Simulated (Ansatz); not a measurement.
## Where V_C (site 1) puts its levels in the gap of SiC (P6_3mc)

Charge states of V_C (site 1) in SiC (P6_3mc), set against the band edges. Model: a cell of 108 host atoms with 1 C taken out.

Calculated with Ansatz 0.2.0; place-levels on r2SCAN runs: charge-transition levels and formation energies with image-charge correction and potential alignment at the atomic sites; PAW set soft_1.

## (1) Starting point

The cell holds 107 atoms: 54 Si and 53 C. Its edges and angles: a = 8.959 Å, b = 8.959 Å, c = 14.655 Å, α = 90.0°, β = 90.0°, γ = 120.0°. It derives from SiC (space group P6_3mc). Nearest the centre at fractional (0.556, 0.444, 0.542): Si88 at 1.83 Å, Si53 at 1.83 Å, Si100 at 1.83 Å, Si51 at 1.83 Å, C47 at 2.99 Å, C94 at 2.99 Å, C11 at 2.99 Å, C106 at 2.99 Å.

The host's dielectric constants go in as inputs: (7.09, 7.09, 7.35) for the electrons alone, (10.43, 10.43, 10.95) with the ions, computed on the host (DFPT, PBEsol, on the r2SCAN cell), and a cell off the functional's own equilibrium shifts the ionic part.

The relaxed host is scaled by −3.0 % along all axes; the dielectric constants are those of the unstrained host.

The cell's shortest repeat is 9.0 Å.

## (2) Charge states

Levels follow from differences of total energies between charge states, each relaxed by itself.

Each atom starts 0.05 Å or so off its site in a random direction: a symmetric start keeps its symmetry, and would miss off-centre moves and Jahn–Teller distortions. Forces are taken at one point at (¼, ¼, ¼). The cell holds 2 electrons more than the neutral one, with a uniform background that keeps it neutral on the whole.

The sampling was tested on the host first: at the k-points planned (1x1x1 shifted 0.25 0.25 0.25) its energy lies -0.042 eV an atom from the dense-mesh value, a large miss, so this sampling is coarse for the host.

One of the inputs; charge, spin and start change from state to state.

The input, qm2.relax/input.yaml:

```yaml
crystal:
  lattice:
    - [2.98630503, 0.0, 0.0]
    - [-1.49315251, 2.58621602, 0.0]
    - [0.0, 0.0, 14.65462847]
  atoms:
    - { symbol: Si, position: [0.33333333, 0.66666667, 0.8329854] }
    - { symbol: Si, position: [0.66666667, 0.33333333, 0.3329854] }
    - { symbol: Si, position: [0.66666667, 0.33333333, 0.66650102] }
    - { symbol: Si, position: [0.33333333, 0.66666667, 0.16650102] }
    - { symbol: Si, position: [0.0, 0.0, 0.49972248] }
    - { symbol: Si, position: [0.0, 0.0, 0.99972248] }
    - { symbol: C, position: [0.0, 0.0, 0.87436694] }
    - { symbol: C, position: [0.0, 0.0, 0.37436694] }
    - { symbol: C, position: [0.33333333, 0.66666667, 0.70799668] }
    - { symbol: C, position: [0.66666667, 0.33333333, 0.20799668] }
    - { symbol: C, position: [0.66666667, 0.33333333, 0.54152848] }
    - { symbol: C, position: [0.33333333, 0.66666667, 0.04152848] }
  supercell: [3, 3, 1]
  defects: [{ vacancy: 58 }]
total_charge: -2
basis:
  ecutwfc: 500
  xc_grid: 2
hamiltonian:
  xc: r2scan
  pseudopotentials: { kind: paw, azcp: { folder: soft_1 } }
kpoints:
  mp_grid: { grid: [1, 1, 1], shift: [0.25, 0.25, 0.25] }
scf:
  occupations: { method: fixed }
  max_iter: 100
output:
  forces: true
  charged_corrections:
    epsilon: [7.09, 7.09, 7.35]
    static_epsilon: [10.43, 10.43, 10.95]
relax:
  f_tol: 0.02
  max_steps: 80
  random_displacement: { amplitude: 0.05, seed: 5886 }
checkpoint:
  write: "../qm2.relax.run"
  compress: false
  write_wavefunctions: true
  write_every: 100000
```

On the command line:

```console
ansatz run input.yaml --threads 8 --pin off --max-ram 15073MiB --backend cpu --events-out ev --progress --plain --runs-dir out
```

The relaxed structure is kept and the sampling changed to a 2×2×2 shifted mesh.

The run of this state that the levels use, under r2SCAN:

The input, qm2.point/input.yaml:

```yaml
crystal:
  checkpoint: "../qm2.relax.run"
  host: checkpoint
total_charge: -2
basis:
  ecutwfc: 500
  xc_grid: 2
hamiltonian:
  xc: r2scan
  pseudopotentials: { kind: paw, azcp: { folder: soft_1 } }
kpoints:
  mp_grid: { grid: [2, 2, 2], shift: [0.5, 0.5, 0.5] }
scf:
  occupations: { method: fermi_dirac, width: 0.01 }
  max_iter: 100
output:
  forces: true
  eigenvalues: true
  charged_corrections:
    epsilon: [7.09, 7.09, 7.35]
    static_epsilon: [10.43, 10.43, 10.95]
    defect_position: [0.555556, 0.444444, 0.541528]
  eigenstates: { localisation: true }
  populations: true
  band_densities: [{ bands: [v1, v1] }, { bands: [c1, c1] }]
  write_density: true
  write_potential: true
  volumetric_format: npy
checkpoint:
  read: "../qm2.relax.run"
  write: "../qm2.point.run"
  compress: false
  write_wavefunctions: false
  write_every: 100000
```

Relaxations under r2SCAN at one point at (¼, ¼, ¼); times on 8 threads of Arm Neoverse V2, shared host:

```csv
charge,moment (μB),occupations,outcome,steps,largest displacement against the far atoms (Å),time
−2,0,fixed,converged,12,0.35,2.2 min
−1,1,fixed,converged,11,0.41,5.7 min
0,0,fixed,converged,9,0.26,1.8 min
+1,1,fixed,converged,7,0.10,3.8 min
+2,0,fixed,converged,6,0.08,73 s
−2,2,fixed,converged,7,0.26,3.5 min
```

Single points under r2SCAN at a 2×2×2 shifted mesh; times on 8 threads of Arm Neoverse V2, shared host:

```csv
charge,moment (μB),occupations,outcome,time
−2,0,fermi-dirac,converged,82 s
−1,1,fermi-dirac,converged,4 min
0,0,fermi-dirac,converged,80 s
+1,1,fermi-dirac,converged,4 min
+2,0,fermi-dirac,converged,82 s
−2,2,fermi-dirac,converged,3.9 min
```

Distances (Å) from the ideal centre to the nearest atoms after relaxation with r2SCAN:

```csv
charge,moment (μB),1.,2.,3.,4.,5.,6.
−2,0,Si 1.54,Si 1.63,Si 1.64,Si 1.70,C 2.90,C 2.91
−2,2,Si 1.60,Si 1.61,Si 1.63,Si 1.66,C 2.92,C 2.93
−1,1,Si 1.43,Si 1.73,Si 1.76,Si 1.78,C 2.90,C 2.90
0,0,Si 1.72,Si 1.73,Si 1.73,Si 1.78,C 2.82,C 2.83
+1,1,Si 1.79,Si 1.80,Si 1.82,Si 1.86,C 2.89,C 2.92
+2,0,Si 1.87,Si 1.89,Si 1.89,Si 1.92,C 2.96,C 2.97
```

## (3) place-levels, r2SCAN

A charged cell interacts with its images and the background, and its potential has another zero than the host's. place-levels removes the first by a point-charge model, screened by the static dielectric constant since the ions have relaxed around the charge, and the second by comparing potentials at atoms far from the defect.

The host is a run of the defect-free crystal in the same cutoffs, grids and k-points, so that basis and sampling errors cancel in part in the differences. The host is run in a cell of 12 atoms on a matching mesh. Its band edges are searched through the zone by a band path, so the gap is smaller than, or equal to, that on the mesh. Chemical potentials are energies per atom of C (diamond), run with the same functional and cutoff. Carbon is taken as diamond, which semilocal functionals can put about 0.1 eV an atom over graphite.

The input, levels.point.yaml:

```yaml
host:
  run: host.point.run
states: [qm2.point.run, qm1_M1.point.run, q0.point.run, qp1_M1.point.run, qp2.point.run, qm2_M2.point.run]
geometry_from:
  qm2.point.run: qm2.relax.run
  qm1_M1.point.run: qm1_M1.relax.run
  q0.point.run: q0.relax.run
  qp1_M1.point.run: qp1_M1.relax.run
  qp2.point.run: qp2.relax.run
  qm2_M2.point.run: qm2_M2.relax.run
  host.point.run: host.relax.run
chemical_potentials:
  C:
    energy: -251.553391
    dataset: "<sha256 of the dataset>"
epsilon: [7.09, 7.09, 7.35]
static_epsilon: [10.43, 10.43, 10.95]
vertical:
  - { from: qm2.point.run, to: qm2.point_neutral.run }
  - { from: qm1_M1.point.run, to: qm1_M1.point_neutral.run }
  - { from: qp1_M1.point.run, to: qp1_M1.point_neutral.run }
  - { from: qp2.point.run, to: qp2.point_neutral.run }
  - { from: qm2_M2.point.run, to: qm2_M2.point_neutral.run }
```

On the command line:

```console
ansatz place-levels levels.point.yaml -- --threads 8 --pin off --max-ram 15073MiB
```

Numbers of over 12 decimals in the logs are rounded to 6 here.

The log of the run:

```text
[... repeated set-up lines and file paths are left out, and long positions are rounded to six places ...]
(+2/+1) 1.075 eV above the valence edge, 1.287 eV under the conduction edge
(+1/0) 1.343 eV above the valence edge, 1.018 eV under the conduction edge
(0/-1) 2.396 eV above the valence edge, in the conduction band
(-1/-2) 2.554 eV above the valence edge (+2.614 eV without the band-filling correction), in the conduction band
formation energy of charge +2: +2.248 eV with the Fermi level at the valence edge
formation energy of charge +1: +3.323 eV with the Fermi level at the valence edge
formation energy of charge 0: +4.667 eV with the Fermi level at the valence edge
formation energy of charge -1: +7.063 eV with the Fermi level at the valence edge
formation energy of charge -2: +9.617 eV with the Fermi level at the valence edge
vertical -2 to 0: no energy, since no alignment is typed
  the change from vertical[0].from (qm2.point.run) to vertical[0].to (qm2.point_neutral.run): by its potential at epsilon [7.09, 7.09, 7.35] it stands at 0.545 0.458 0.543, with an rms radius of about 2.4 Å (1.5 1.4 1.3 Å across the planes of the cell's [...]
vertical -1 to 0: no energy, since no alignment is typed
  the change from vertical[1].from (qm1_M1.point.run) to vertical[1].to (qm1_M1.point_neutral.run): by its potential at epsilon [7.09, 7.09, 7.35] it stands at 0.571 0.458 0.532, with an rms radius of about 2.5 Å (1.2 1.7 1.3 Å across the planes of the cell's [...]
vertical +1 to 0: no energy, since no alignment is typed
  the change from vertical[2].from (qp1_M1.point.run) to vertical[2].to (qp1_M1.point_neutral.run): by its potential at epsilon [7.09, 7.09, 7.35] it stands at 0.548 0.458 0.540, with an rms radius of about 2.5 Å (1.4 1.4 1.5 Å across the planes of the cell's [...]
vertical +2 to 0: no energy, since no alignment is typed
  the change from vertical[3].from (qp2.point.run) to vertical[3].to (qp2.point_neutral.run): by its potential at epsilon [7.09, 7.09, 7.35] it stands at 0.541 0.460 0.532, with an rms radius of about 3.1 Å (1.6 1.7 2.1 Å across the planes of the cell's [...]
vertical -2 to 0: no energy, since no alignment is typed
  the change from vertical[4].from (qm2_M2.point.run) to vertical[4].to (qm2_M2.point_neutral.run): by its potential at epsilon [7.09, 7.09, 7.35] it stands at 0.549 0.452 0.538, with an rms radius of about 2.3 Å (1.4 1.3 1.4 Å across the planes of the cell's [...]
  edges by r2scan, gap 2.362 eV; the host is sampled to repeats of 17.92 Å
  the defect's cells are sampled to repeats of 17.92 Å, like sampling
  charge +2: -47892.3696 eV with its correction of +0.458 eV, at epsilon [10.43, 10.43, 10.95], aligned at sites: -0.1144 eV, mean over 69 atomic sites at or beyond 4.48 Å from the host's site at [0.5553, 0.4448, 0.5415] by the defect at [0.5556, 0.4444, [...]
  charge +1: -47880.6705 eV with its correction of +0.076 eV, at epsilon [10.43, 10.43, 10.95], aligned at sites: -0.0957 eV, mean over 69 atomic sites at or beyond 4.48 Å from the host's site at [0.5553, 0.4448, 0.5415] by the defect at [0.5556, 0.4444, [...]
  charge 0: +0.000 eV for its dipole among its images, +0.000 omitted
  charge -1: -47855.6834 eV with its correction of +0.247 eV, at epsilon [10.43, 10.43, 10.95], aligned at sites: -0.0755 eV, mean over 69 atomic sites at or beyond 4.48 Å from the host's site at [0.5553, 0.4448, 0.5415] by the defect at [0.5556, 0.4444, [...]
  charge -2: -47842.4454 eV with its correction of +0.793 eV, at epsilon [10.43, 10.43, 10.95], aligned at sites: -0.0530 eV, mean over 69 atomic sites at or beyond 4.48 Å from the host's site at [0.5553, 0.4448, 0.5415] by the defect at [0.5556, 0.4444, [...]
  charge -2: states[0] (qm2.point.run) stands 0.083 eV higher, with a moment of 0.00 μB against 2.00
  of states[4] (qp2.point.run): it parts from the run at its places by a charge that spreads by about 1.7 Å along one vector (1.3 Å or more is wide), by its potential at epsilon [7.09, 7.09, 7.35], taken for that of held ions (one typed too small widens it), [...]
  of states[3] (qp1_M1.point.run): it parts from the run at its places by a charge that spreads by about 1.4 Å along one vector (1.3 Å or more is wide), by its potential at epsilon [7.09, 7.09, 7.35], taken for that of held ions (one typed too small widens [...]
  of states[1] (qm1_M1.point.run): it parts from the run at its places by a charge that spreads by about 1.7 Å along one vector (1.3 Å or more is wide), by its potential at epsilon [7.09, 7.09, 7.35], taken for that of held ions (one typed too small widens [...]
  of states[5] (qm2_M2.point.run): it parts from the run at its places by a charge that spreads by about 1.4 Å along one vector (1.3 Å or more is wide), by its potential at epsilon [7.09, 7.09, 7.35], taken for that of held ions (one typed too small widens [...]
  of states[0] (qm2.point.run): it parts from the run at its places by a charge that spreads by about 1.5 Å along one vector (1.3 Å or more is wide), by its potential at epsilon [7.09, 7.09, 7.35], taken for that of held ions (one typed too small widens it), [...]
  of vertical[0].from (qm2.point.run): its sublattices stand up to 0.0420 Å off the host's, which by the two runs' forces adds about -0.01 eV to its energy against the host's, and moves the band edges: relax the crystal first, and build the cells on it; [...]
  vertical[0].to (qm2.point_neutral.run): levels filled in part (TS 0.010 eV): its energy is of no whole electron's
  of vertical[1].from (qm1_M1.point.run): its sublattices stand up to 0.0268 Å off the host's, which by the two runs' forces adds about +0.02 eV to its energy against the host's, and moves the band edges: relax the crystal first, and build the cells on it; [...]
  of vertical[2].from (qp1_M1.point.run): stability_check_not_made; [...]
  of vertical[3].from (qp2.point.run): it parts from the run at its places by a charge that spreads by about 1.7 Å along one vector (1.3 Å or more is wide), by its potential at epsilon [7.09, 7.09, 7.35], taken for that of held ions (one typed too small [...]
  vertical[3].to (qp2.point_neutral.run): levels filled in part (TS 0.004 eV): its energy is of no whole electron's
  of vertical[4].from (qm2_M2.point.run): stability_check_not_made; [...]
```

The job ended after 0.76 s (8 threads of Arm Neoverse V2, shared host).

Levels between the charges placed, in eV above the valence top:

```csv
,gap (eV),(+2/+1),(+1/0),(0/−1),(−1/−2)
r2SCAN,2.36,1.08,1.34,2.40,2.55
```

Corrections by state:

```csv
charge,moment (μB),image terms and alignment (eV),band filling (eV),ε used,"over the lowest of its charge, as the program ranks them, band filling apart (eV)"
+2,0.0,0.458,-,"principal values (10.43, 10.43, 10.95)",0.000
+1,1.0,0.076,-,"principal values (10.43, 10.43, 10.95)",0.000
0,0.0,0.000,-,-,0.000
−1,1.0,0.247,-,"principal values (10.43, 10.43, 10.95)",0.000
−2,2.0,0.793,-0.060,"principal values (10.43, 10.43, 10.95)",0.000
−2,0.0,0.804,-,"principal values (10.43, 10.43, 10.95)",0.083
```

The charged structures listed were also run neutral, and place-levels reads from each pair, by the potential or the spins, how wide the charge is by which they differ; that can be the carrier of either run.

```csv
charge,rms radius (Å),spread where it is widest against the cell (Å),wide from (Å),reading
+2,3.1,1.65,1.34,wide
+1,2.5,1.41,1.34,wide
−1,2.5,1.69,1.34,wide
−2,2.3,1.36,1.34,wide
```

The neutral runs of these pairs need not share the spin of the lowest neutral state, and very wide values only mean spread over the cell.

From the program's caveats on the states, each cut to its opening words:

- charge +2, −1 (1 μB): it parts from the run at its places by a charge that spreads by about 1.7 Å along one vector (1.3 Å or more is wide), by its potential at epsilon [7.09, 7.09, [...]
- charge +1 (1 μB), −2 (2 μB): it parts from the run at its places by a charge that spreads by about 1.4 Å along one vector (1.3 Å or more is wide), by its potential at epsilon [7.09, 7.09, [...]
- charge +1 (1 μB): the host's ions (past the first shell or, of a walk that freed a part, those that it held) aren't shown at rest: they stand up to 0.090 Å off their sites, 0.93 [...]
- charge +1 (1 μB), −1 (1 μB), −2 (2 μB): flagged: stability check not made
- charge −1 (1 μB): its sublattices stand up to 0.0268 Å off the host's, which by the two runs' forces adds about +0.02 eV to its energy against the host's, and moves the band [...]
- charge −2 (2 μB): a band-filling correction moves a carrier to the host's band edge, which changes its energy by -0.060 eV
- charge −2: it parts from the run at its places by a charge that spreads by about 1.5 Å along one vector (1.3 Å or more is wide), by its potential at epsilon [7.09, 7.09, [...]
- charge −2: its sublattices stand up to 0.0420 Å off the host's, which by the two runs' forces adds about -0.01 eV to its energy against the host's, and moves the band [...]

Chemical potentials of the elements' reference phases, run alike. Formation energies (elemental references), with the Fermi level at the valence top and at the conduction bottom (gap 2.36 eV):

```csv
charge,at valence top (eV),at conduction bottom (eV),correction included (eV)
+2,2.25,6.97,0.46
+1,3.32,5.68,0.08
0,4.67,4.67,0.00
−1,7.06,4.70,0.25
−2,9.62,4.89,0.73
```

| Fermi level (eV) | lowest formation energy (eV) |
| --- | --- |
| 0.00 | 2.25 |
| 0.21 | 2.68 |
| 0.43 | 3.11 |
| 0.64 | 3.54 |
| 0.86 | 3.96 |
| 1.07 | 4.39 |
| 1.29 | 4.61 |
| 1.50 | 4.67 |
| 1.72 | 4.67 |
| 1.93 | 4.67 |
| 2.15 | 4.67 |
| 2.36 | 4.67 |

## (4) The same at the relaxations' own k-points

The relaxations' own energies give the levels at their sampling, for comparison.

The input, levels.relax_mesh.yaml:

```yaml
host:
  run: host.relax.run
states: [qm2.relax.run, qm1_M1.relax.run, q0.relax.run, qp1_M1.relax.run, qp2.relax.run, qm2_M2.relax.run]
chemical_potentials:
  C:
    energy: -251.553391
    dataset: "<sha256 of the dataset>"
```

On the command line:

```console
ansatz place-levels levels.relax_mesh.yaml -- --threads 8 --pin off --max-ram 15073MiB
```

The log of the run:

```text
(+2/+1) 0.827 eV above the valence edge, 1.545 eV under the conduction edge
(+1/0) 1.192 eV above the valence edge, 1.180 eV under the conduction edge
(0/-1) 2.266 eV above the valence edge, 0.105 eV under the conduction edge
(-1/-2) 2.539 eV above the valence edge, in the conduction band
formation energy of charge +2: +2.686 eV with the Fermi level at the valence edge
formation energy of charge +1: +3.513 eV with the Fermi level at the valence edge
formation energy of charge 0: +4.705 eV with the Fermi level at the valence edge
formation energy of charge -1: +6.971 eV with the Fermi level at the valence edge
formation energy of charge -2: +9.510 eV with the Fermi level at the valence edge
  edges by r2scan, gap 2.372 eV; the host is sampled to repeats of 15.52 Å
[... the lines on each state left out ...]
```

Run time: 0.2 s. Hardware: 8 threads.

Levels between neighbouring charges, in eV above the valence top:

```csv
,gap (eV),(+2/+1),(+1/0),(0/−1),(−1/−2)
"one point at (¼, ¼, ¼)",2.37,0.83,1.19,2.27,2.54
a 2×2×2 shifted mesh,2.36,1.08,1.34,2.40,2.55
```

Going from one point at (¼, ¼, ¼) to a 2×2×2 shifted mesh moves the levels that carry no band-filling term by up to 0.25 eV and formation energies against the elements by up to 0.44 eV; band-filling terms, which differ between samplings, are in these energies.

## (5) Summary of results

| Item | Value |
| --- | --- |
| gap of the host | 2.36 eV (r2SCAN) |
| level (plus 2/plus 1) | 1.08 eV above the valence top |
| level (plus 1/0) | 1.34 eV above the valence top |
| level (0/minus 1) | 2.40 eV above the valence top, past the conduction bottom |
| level (minus 1/minus 2) | 2.55 eV above the valence top, past the conduction bottom (2.61 eV above the valence top without the band-filling term) |
| lowest of the charges placed, just above the valence top (0.02 eV) | +2 |
| lowest of the charges placed, just below the conduction bottom (0.02 eV) | 0 |
| lowest formation energy at mid-gap of the charges run, elemental references | 4.50 eV |

**Reading.** Of the charges placed (−2, −1, 0, +1 and +2), the lowest changes at 1.08 eV (+2/+1) and 1.34 eV (+1/0) above the valence top, in a gap of 2.36 eV. (0/−1) lies 0.03 eV from a band edge, less than the doubt on such levels. Charges above +2 were not placed, so these runs say nothing of levels that involve them. States placed: +2 at 0 μB; +1 at 1 μB; 0 at 0 μB; −1 at 1 μB; −2 at 2 μB and 0 μB. Other spin states or structures, where not listed, weren't placed. The program finds carriers beyond a band edge of the host and adds a band-filling term at charge −2 (-0.06 eV); steps to such a charge show no bound level, and a defect level inside a band would be read the same way. Going from one point at (¼, ¼, ¼) to a 2×2×2 shifted mesh moves the levels that carry no band-filling term by up to 0.25 eV and formation energies against the elements by up to 0.44 eV; band-filling terms, which differ between samplings, are in these energies. Keep in mind: the images are only 9.0 Å apart; r2SCAN makes the gap too small and tends to spread out bound carriers; force components of up to 0.40 eV/Å remain in a run at the final settings.

[Logs are printed without paths, hosts, clocks, repeated set-up lines and the standing remarks that a program may print on its own settings, such as how far it seeks lower states.]

[Hosts, paths, dates, database ids (printed as entryN), source tags and the programs' standing remarks are cut or masked in the printed files.]

[Where a table of states has a column of steps, it counts the stored structures, which are thinned; the runs took as many ionic steps or more.]

[A defect's name tells the site on which it was built; relaxed atoms can leave that site.]

[For some hosts the program warned that the k-mesh of the response run may be too coarse for force constants and the static dielectric constant; such warnings are not shown here.]
